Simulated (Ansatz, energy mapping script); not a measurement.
# LuNiO2 in the infinite layer structure: exchange couplings from total energies

Aim: the exchange couplings of LuNiO2 in the infinite layer structure from the energies of a few collinear orders, and the ordering temperature that they give.

Calculated with Ansatz 0.2.0; PBEsol with U = 1.5 eV on Ni d, ortho-atomic projectors; plane waves, U on orthogonalised atomic orbitals unless named otherwise, collinear spin, no spin–orbit coupling.

## 1. Set-up

It takes space group P4/mmm (No. 123, tetragonal). The conventional cell has a = 3.847 Å, b = 3.847 Å, c = 2.988 Å, α = 90.00°, β = 90.00°, γ = 90.00°. Nearest to Lu lie 8 O at 2.44 Å. Ni has 4 O at 1.92 Å nearest. Nearest to O lie 2 Ni at 1.92 Å and 4 Lu at 2.44 Å. infinite layer prototype, lattice guessed from radii. Farther neighbours and most contacts between anions are not listed.

This cell was built for the study (infinite layer prototype, lattice guessed from radii), not taken from an experiment; the compound need not form in this structure.

The cell was relaxed beforehand in Ansatz under PBEsol with U = 6 eV on Ni d, ortho-atomic projectors, from parallel moments.

A Hubbard U penalises fractional filling of the shell. It raises the cost of virtual hops to the neighbours, so couplings that rest on such hops usually weaken.

## 2. A first run with parallel moments

One run in the crystal's own cell, under PBEsol with U = 4.8 eV on Ni d, ortho-atomic projectors, shows which elements keep a moment. Transition or f elements with 0.3 μB or more enter the spin model; moments induced on other atoms do not.

Input file input.yaml:

```yaml
crystal:
  lattice:
    - [3.847404254, 0.0, 0.0]
    - [0.0, 3.847404254, 0.0]
    - [0.0, 0.0, 2.987573789]
  atoms:
    - { symbol: Lu, position: [0.5, 0.5, 0.5] }
    - { symbol: Ni, position: [0.0, 0.0, 0.0], spin: 2.0 }
    - { symbol: O, position: [0.5, 0.0, 0.0] }
    - { symbol: O, position: [0.0, 0.5, 0.0] }
magnetization:
  spin_polarized: true
kpoints:
  mp_grid: { grid: [7, 7, 9] }
hamiltonian:
  xc: pbesol
  hubbard:
    sites: [{ species: Ni, l: d, u_eff: 4.8 }]
    projectors: ortho-atomic
scf:
  occupations: { method: fermi_dirac, width: 0.05 }
output:
  eigenvalues: true
```

On the command line:

```bash
ansatz run input.yaml --threads 4 --pin off --max-ram 8192MiB --backend cpu --events-out ev --progress --plain --runs-dir out
```

Numbers of over 12 decimals in the logs are rounded to 6 here.

The log of the run:

```text
Engine: ansatz 0.2.0, aarch64-unknown-linux-gnu
Pseudopotentials: kind: paw
Pseudopotential: Lu, paw, valence charge 25, recommended cutoff 420 eV (normal), Lu.paw.azcp
Pseudopotential: Ni, paw, valence charge 18, recommended cutoff 420 eV (normal), Ni.paw.azcp
Pseudopotential: O, paw, valence charge 6, recommended cutoff 420 eV (normal), O.paw.azcp
Functional definition: PBEsol
  exchange = pbesol_x
  correlation = pbesol_c
Crystal: 4 atoms, lattice volume = 44.224 Å³
Basis set: ecut = 420 eV, 865 PW (Γ)
Bands: 35, of which v1, the nominal top of the filled ones, is band 28 counted from 1 (27 counted from 0)
Symmetry: 16 space group operations
Space group: P4/mmm (ITA 123), of the structure as read, at distance tolerance 3.5e-5 Å
Magnetic group: BNS 123.339 (UNI 999), of the structure as read, at distance tolerance 3.5e-5 Å
k-points: 50 of 441
Non-local potential: Lu, projectors of the file, l = 0: 3, l = 1: 2, l = 2: 2, l = 3: 3
Non-local potential: Ni, projectors of the file, l = 0: 3, l = 1: 2, l = 2: 3, l = 3: 1
Non-local potential: O, projectors of the file, l = 0: 2, l = 1: 2, l = 2: 1
PAW form: soft (Blöchl's): semilocal exchange-correlation on the pseudo side does not see the compensation charge
PAW frozen core: Lu, regenerated for the run's functional, and the local potential with it (the file was generated under x = pbe(κ = 0.804, μ = 0.219515), c = pbe(β = 0.066725))
PAW frozen core: Ni, regenerated for the run's functional, and the local potential with it (the file was generated under x = pbe(κ = 0.804, μ = 0.219515), c = pbe(β = 0.066725))
PAW frozen core: O, regenerated for the run's functional, and the local potential with it (the file was generated under x = pbe(κ = 0.804, μ = 0.219515), c = pbe(β = 0.066725))
PAW one-centre angular grid: Lu, 590 points (default); XC on 64 Gauss nodes
PAW one-centre angular grid: Ni, 590 points (default); XC on 64 Gauss nodes
PAW one-centre angular grid: O, 110 points (default); XC on 64 Gauss nodes
Initial density: superposition of atomic densities (chi_scale 0.1, normalization cell, long waves kept (reshape's long-wave potential 0.00 eV rms))
Starting moments: Σ|m| = 2 μB on 1 of 4 sites
Initial wavefunctions: pseudopotential atomic-orbital guess
Functional: x = pbesol(κ = 0.804, μ = 0.123457), c = pbesol(β = 0.046)
SCF iter   1: F=—  HF=-21541.011735 eV  |F-HF|=—  |Δ(HF+E_count)|=         —  Δρ=1.94e-1 (↑7.31e-2 ↓1.94e-1)  dr2=1.67e1  dr2_m=3.93e0  M=0.497 μB ∫|m|=0.634 μB  β_m=0.30  ethr=3.10e-3  ⟨swp⟩=5.8  Hψ=16246  notcnv=0
preconditioner: auto → Kerker (q_TF=auto, 2.829 Å⁻¹)  [metal: Δε(μ)=0.023 eV  Ē_g=14.843 eV  σ=0.050 eV  W_gap=0.11  n_scr=18 (ndim 8)  ℏωp=37.5 eV  f_vac=0.000  D(μ)=0.91/eV (n_scr^D=4)]
[...]
SCF iter   8: F=—  HF=-21539.728188 eV  |F-HF|=—  |Δ(HF+E_count)|=   3.07e-2  Δρ=2.80e-3 (↑1.80e-3 ↓2.80e-3)  dr2=1.61e-3  dr2_m=1.56e-3  M=0.882 μB ∫|m|=1.007 μB  β_m=0.65  ethr=1.02e-5  ⟨swp⟩=2.1  Hψ=6773  notcnv=0  defer=146
SCF iter   9: F=—  HF=-21539.770067 eV  |F-HF|=—  |Δ(HF+E_count)|=   4.19e-2  Δρ=4.68e-3 (↑4.68e-3 ↓2.34e-3)  dr2=1.08e-2  dr2_m=9.13e-4  M=0.873 μB ∫|m|=0.971 μB  β_m=0.53  ethr=2.93e-6  ⟨swp⟩=3.0  Hψ=8843  notcnv=0  defer=146
[...]
SCF 1 converged in 21 iterations: F = -21539.766613 eV  dr2 = 9.53e-9
[...]
Symmetry: 1 space group operations
k-points: 221 of 441 (time reversal used)
[...]
spin=Collinear: Kerker preconditioning applied to the charge; magnetization (m = ρ↑ − ρ↓) channel mixes plain (no charge-response kernel on spin).
[...]
SCF 2 converged in 15 iterations: F = -21539.766613 eV  dr2 = 3.92e-8
an SCF from ferromagnetic starting moments (0.00, 2.00, 0.00, 0.00 Bohr magnetons, atom by atom) closed no lower than the state that the run had reached (+0.00 meV in free energy), which stands; the SCF set out from the atoms and, under a Hubbard term, can stand on another filling of the shells than the run's state, so that by this SCF it is not known whether that order lies lower
SCF converged after 21 iterations
Magnetization: 0.8776 μB (27.9388 up, 27.0612 down)
Absolute magnetization: 0.9562 μB (∫|ρ↑−ρ↓|, with the PAW one-centre terms)
Spin contamination: 0.0211 ħ² per cell (⟨S²⟩ above its minimum at these occupations)
Per-site moments (μB) at R_I (Å): [(-0.00369733, 1.004675), (0.823249, 0.793527), (0.020791, 0.793527), (0.020791, 0.793527)]
Free energy (F): -21539.766613 eV
Harris-Foulkes:  -21539.766613 eV  (|F-HF|=1.48e-9)
Internal energy: -21539.760485 eV  (E = F + TS)
E sigma→0 (E₀):  -21539.763549 eV
Entropy (-TS):   -0.006128 eV (-1.532 meV/atom)
Fermi energy:    17.194486 eV
--- Per-component energies (eV) ---
  E_band       = -166.376915
  E_kinetic    = 1053.000301
  E_local      = -10229.879992  (includes V_loc(G=0)·N_el)
  E_nonlocal   = 1328.382358
  E_hartree    = 4256.159443
  E_xc         = -446.888650
  E_vxc        = -554.253618  (∫ρ·V_xc dr)
  E_hubbard    = 1.247786  (on-site DFT+U / exact-exchange correction)
  E_vhub       = -18.540567  (the Hubbard potential's part of the band-sum identity)
  E_paw        = -9162.411083  (= ΣΔE_a)
  E_vpaw       = -257.410880  (= ΣTr[D̂ρ^β])
  E_aug_tail   = 0.005364  (compensation charges beyond the density's cutoff)
  E_ewald      = -8340.836043
  E_core_change = 1.460032  (= ΣΔE_core)
  E_smearing   = -0.006128  (= −TS)
  E_closure    = 0.000000  (closes the sum)
  Σ components = -21539.766613   (vs F -21539.766613, Δ=0.00e0)
--- Band table (eV; the first three rows and the last of 100) ---
  k-point 0 ↑: bands = [... 24 lower, 13.5975, 13.8179, 13.8179, 13.9715, 16.2155, 18.0915, 20.5068, 20.6844, ... 3 higher]
  k-point 1 ↑: bands = [... 24 lower, 13.6556, 13.7073, 13.7865, 13.7865, 16.7647, 18.4708, 20.7279, 21.0088, ... 3 higher]
  k-point 2 ↑: bands = [... 24 lower, 13.6602, 13.6602, 13.6631, 14.1375, 18.2039, 19.4692, 20.8450, 22.0996, ... 3 higher]
  k-point 49 ↓: bands = [... 24 lower, 15.3938, 15.4560, 15.9723, 17.0197, 20.3652, 20.4801, 21.6042, 21.8635, ... 3 higher]
Occupation matrices written to <dir>
```

Wall time 35 s (4 threads of Arm Neoverse V2, shared host); peak memory 0.95 GiB.

Spin moment in the sphere by atom:

```
atom  spin moment in the sphere (μB)
 Lu1                          -0.004
 Ni2                           0.823
  O3                           0.021
  O4                           0.021
```

The run ends ferromagnetic; Ni carries the moments.

## 3. A run to fix the orbital filling

A corrected shell can settle in several orbital fillings. One parallel run, with an occupation width a fifth wider than the orders use, therefore is to supply the occupation matrices. All orders start from them.

input.yaml, the sections that differ from step 2:

```yaml
kpoints:
  mp_grid: { grid: [8, 8, 11] }
hamiltonian:
  xc: pbesol
  hubbard:
    sites: [{ species: Ni, l: d, u_eff: 1.5 }]
    projectors: ortho-atomic
scf:
  occupations: { method: fermi_dirac, width: 0.06 }
# crystal, magnetization, output: as in step 2
```

The log of the run:

```text
[...]
Crystal: 4 atoms, lattice volume = 44.224 Å³
Basis set: ecut = 420 eV, 865 PW (Γ)
Bands: 35, of which v1, the nominal top of the filled ones, is band 28 counted from 1 (27 counted from 0)
Symmetry: 16 space group operations
[...]
k-points: 90 of 704
[...]
Starting moments: Σ|m| = 2 μB on 1 of 4 sites
[...]
SCF iter   1: F=—  HF=-21542.747606 eV  |F-HF|=—  |Δ(HF+E_count)|=         —  Δρ=1.89e-1 (↑7.64e-2 ↓1.89e-1)  dr2=1.48e1  dr2_m=4.16e0  M=0.454 μB ∫|m|=0.588 μB  β_m=0.30  ethr=3.10e-3  ⟨swp⟩=5.5  Hψ=29055  notcnv=0  defer=1
[...]
SCF iter  21: F=-21540.733997 eV  HF=-21540.733997 eV  |F-HF|=1.65e-8  |Δ(HF+E_count)|=   6.64e-9  Δρ=5.03e-6 (↑5.03e-6 ↓3.09e-6)  dr2=2.31e-8  dr2_m=1.62e-9  M=0.853 μB ∫|m|=0.933 μB  ethr=1.82e-10  ⟨swp⟩=12.3  Hψ=30702  notcnv=0
SCF 1 converged in 21 iterations: F = -21540.733997 eV  dr2 = 2.31e-8
[...]
Symmetry: 1 space group operations
k-points: 354 of 704 (time reversal used)
[...]
SCF 2 converged in 16 iterations: F = -21540.733997 eV  dr2 = 1.23e-8
[...]
SCF converged after 21 iterations
Magnetization: 0.8532 μB (27.9266 up, 27.0734 down)
Absolute magnetization: 0.9326 μB (∫|ρ↑−ρ↓|, with the PAW one-centre terms)
[...]
Per-site moments (μB) at R_I (Å): [(-0.005877, 1.004675), (0.760509, 0.793527), (0.042822, 0.793527), (0.042822, 0.793527)]
Free energy (F): -21540.733997 eV
[...]
Internal energy: -21540.727486 eV  (E = F + TS)
E sigma→0 (E₀):  -21540.730742 eV
Entropy (-TS):   -0.006511 eV (-1.628 meV/atom)
Fermi energy:    17.421452 eV
[...]
--- Band table (eV; the first three rows and the last of 180) ---
  k-point 0 ↑: bands = [... 24 lower, 13.9460, 14.5812, 14.8692, 14.8692, 16.3763, 18.1721, 20.5865, 20.8089, ... 3 higher]
  k-point 1 ↑: bands = [... 24 lower, 14.0289, 14.5977, 14.8314, 14.8314, 16.7330, 18.4022, 20.8353, 20.9282, ... 3 higher]
  k-point 2 ↑: bands = [... 24 lower, 14.5959, 14.6165, 14.7253, 14.7253, 17.7259, 19.0394, 20.9097, 21.7450, ... 3 higher]
  k-point 89 ↓: bands = [... 24 lower, 16.2394, 16.2515, 16.2515, 17.1396, 20.2925, 20.2925, 20.4585, 21.8243, ... 3 higher]
Occupation matrices written to <dir>
```

The job ended after 65 s (4 threads; peak memory 1.3 GiB).

Read from the output:

```yaml
final_state: ferromagnetic
electrons_in_the_corrected_shells: 8.725 e
largest_moment: 0.761 μB
```

## 4. Order 1: parallel, cell A of 8 atoms

Each cell gets its own parallel run on the same mesh, so that most of the mesh error cancels in the differences.

Input file input.yaml:

```yaml
crystal:
  lattice:
    - [3.847404254, 0.0, 0.0]
    - [0.0, 3.847404254, 2.987573789]
    - [0.0, -3.847404254, 2.987573789]
  atoms:
    - { symbol: Lu, position: [0.5, 0.5, 0.0] }
    - { symbol: Lu, position: [0.5, 0.0, 0.5] }
    - { symbol: Ni, position: [0.0, 0.0, 0.0], spin: 2.0 }
    - { symbol: Ni, position: [0.0, 0.5, 0.5], spin: 2.0 }
    - { symbol: O, position: [0.5, 0.0, 0.0] }
    - { symbol: O, position: [0.5, 0.5, 0.5] }
    - { symbol: O, position: [0.0, 0.25, 0.75] }
    - { symbol: O, position: [0.0, 0.75, 0.25] }
magnetization:
  spin_polarized: true
kpoints:
  mp_grid: { grid: [8, 7, 7] }
hamiltonian:
  xc: pbesol
  hubbard:
    sites:
      - { species: Ni, l: d, u_eff: 1.5 }
      - { site: 2, l: d, u_eff: 1.5, starting_ns: [{ spin: up, occupation_matrix: ni2_major }, { spin: down, occupation_matrix: ni2_minor }] }
      - { site: 3, l: d, u_eff: 1.5, starting_ns: [{ spin: up, occupation_matrix: ni2_major }, { spin: down, occupation_matrix: ni2_minor }] }
    projectors: ortho-atomic
    occupation_matrices:
      ni2_major:
        matrix:
          - [0.896, 0.0, 0.0, 0.0, 0.0]
          - [0.0, 0.973, 0.0, 0.0, 0.0]
          - [0.0, 0.0, 0.973, 0.0, 0.0]
          - [0.0, 0.0, 0.0, 0.911, 0.0]
          - [0.0, 0.0, 0.0, 0.0, 0.98]
      ni2_minor:
        matrix:
          - [0.85, 0.0, 0.0, 0.0, 0.0]
          - [0.0, 0.965, 0.0, 0.0, 0.0]
          - [0.0, 0.0, 0.965, 0.0, 0.0]
          - [0.0, 0.0, 0.0, 0.236, 0.0]
          - [0.0, 0.0, 0.0, 0.0, 0.975]
scf:
  occupations: { method: fermi_dirac, width: 0.05 }
output:
  eigenvalues: true
  write_density: true
  write_potential: true
  elf: true
  volumetric_format: npy
```

The log of the run:

```text
[...]
Crystal: 8 atoms, lattice volume = 88.447 Å³
Basis set: ecut = 420 eV, 1729 PW (Γ)
Bands: 69, of which v1, the nominal top of the filled ones, is band 55 counted from 1 (54 counted from 0)
Symmetry: 16 space group operations
[...]
k-points: 80 of 392
[...]
Starting moments: Σ|m| = 4 μB on 2 of 8 sites
[...]
SCF iter   1: F=—  HF=-43086.159181 eV  |F-HF|=—  |Δ(HF+E_count)|=         —  Δρ=1.80e-1 (↑7.38e-2 ↓1.80e-1)  dr2=2.79e1  dr2_m=7.24e0  M=1.138 μB ∫|m|=1.246 μB  β_m=0.30  ethr=3.10e-3  ⟨swp⟩=5.4  Hψ=47690  notcnv=0  defer=25
[...]
SCF iter  17: F=-43081.462501 eV  HF=-43081.462501 eV  |F-HF|=1.58e-8  |Δ(HF+E_count)|=   3.93e-9  Δρ=1.16e-6 (↑1.16e-6 ↓8.36e-7)  dr2=1.43e-9  dr2_m=5.23e-10  M=1.699 μB ∫|m|=1.830 μB  ethr=4.74e-11  ⟨swp⟩=2.2  Hψ=36325  notcnv=0
SCF 1 converged in 17 iterations: F = -43081.462501 eV  dr2 = 1.43e-9
[...]
SCF converged after 17 iterations
Magnetization: 1.6988 μB (55.8494 up, 54.1506 down)
Absolute magnetization: 1.8290 μB (∫|ρ↑−ρ↓|, with the PAW one-centre terms)
[...]
Per-site moments (μB) at R_I (Å): [(-0.0016908, 1.004675), (-0.0016908, 1.004675), (0.750022, 0.793527), (0.750022, 0.793527), (0.041250, 0.793527), (0.041250, 0.793527), (0.040038, 0.793527), (0.040038, 0.793527)]
Free energy (F): -43081.462501 eV
[...]
Internal energy: -43081.450608 eV  (E = F + TS)
E sigma→0 (E₀):  -43081.456555 eV
Entropy (-TS):   -0.011893 eV (-1.487 meV/atom)
Fermi energy:    17.446577 eV
[...]
--- Specified on-site occupations, and those of the state reported ---
  electrons in the specified blocks: 17.4480 specified, 17.4500 found
  site 2 (l=d) ↑: largest change of an orbital's occupation 0.0063; electrons 4.7330 specified, 4.7292 found; spectral distance 0.0065
[...]
site 3 (l=d) ↓: largest change of an orbital's occupation 0.0043; electrons 3.9910 specified, 3.9958 found; spectral distance 0.0043
[...]
--- Band table (eV; the first three rows and the last of 160) ---
  k-point 0 ↑: bands = [... 51 lower, 14.8622, 15.3028, 15.3594, 15.5380, 16.3703, 16.6441, 18.1660, 20.0071, ... 10 higher]
  k-point 1 ↑: bands = [... 51 lower, 14.9412, 15.2705, 15.3257, 15.4899, 16.4666, 16.6744, 18.4410, 20.2387, ... 10 higher]
  k-point 2 ↑: bands = [... 51 lower, 15.1479, 15.1723, 15.1969, 15.3790, 16.1061, 17.4803, 19.1377, 20.4618, ... 10 higher]
  k-point 79 ↓: bands = [... 51 lower, 16.3912, 16.4408, 16.6240, 18.6352, 19.1969, 19.4554, 20.2941, 21.0671, ... 10 higher]
Occupation matrices written to <dir>
```

Wall time 29 s (4 threads); peak memory 1.1 GiB.

Spin moment in the sphere by atom:

```
atom  spin moment in the sphere (μB)
 Lu1                          -0.002
 Lu2                          -0.002
 Ni3                           0.750
 Ni4                           0.750
  O5                           0.041
  O6                           0.041
  O7                           0.040
  O8                           0.040
```

The run ends ferromagnetic.

Spin density in the ac plane at fractional y = 0.000, with atoms of Lu and Ni and O within 0.2 Å of it.

Ten even steps from '0' (0.0 e/Å³) to '9' (2.7 e/Å³), each cell a mean:
```
53100000000013
10000000000000
00000000000000
00000000000000
00000000000000
00000000000000
00000000000000
00000000000000
00000000000000
00000000000000
00000000000000
00000000000000
00000000000000
00000000000000
00000000000000
42000000000012
97200000000037
```
Columns run along a (3.8 Å), rows up along c (4.9 Å). Atoms in or near the plane, at fractional coordinates: Lu at (0.50, 0.50), Ni at (0.00, 0.00), O at (0.50, 0.00).

ELF in the ac plane at fractional y = 0.000, with atoms of Lu and Ni and O within 0.2 Å of it. It is the smooth field of the valence electrons, not physical close to the nuclei.

Ten even steps from '_' (0.05) to '@' (0.86), each cell a mean:
```
**++::..++@@##**%%%%--..--++
----::..==%%@@@@@@##::..::--
........::++######==........
......____..::::::..____....
......______..::..______....
::..____..==**##**--____..::
..______==%%@@@@@@##--____..
______..##@@@@@@@@@@++______
______::##@@@@@@@@@@++..____
..____..++@@@@@@@@%%==______
::..____::**%%%%%%++..____..
::....____..----::..____....
......______....________....
......__..==****++--........
::::....--##@@@@%%**::..::::
++==::..++@@%%##%%%%--..--++
##++::..**%%**--**%%==..--**
```
Columns run along a (3.8 Å), rows up along c (4.9 Å). Atoms in or near the plane, at fractional coordinates: Lu at (0.50, 0.50), Ni at (0.00, 0.00), O at (0.50, 0.00).

[end of part 1 of 3]

[Logs and program files are shortened in this print: banners, set-up blocks, solver, clock and traceback lines can be left out without a mark of their own.]

[Logs are printed without paths, hosts, clocks, repeated set-up lines and the standing remarks that a program may print on its own settings, such as how far it seeks lower states.]

[Hosts, paths, dates, database ids (printed as entryN), source tags and the programs' standing remarks are cut or masked in the printed files.]

[Where a cell is said to come from a database of computed structures, the database is the Materials Project.]
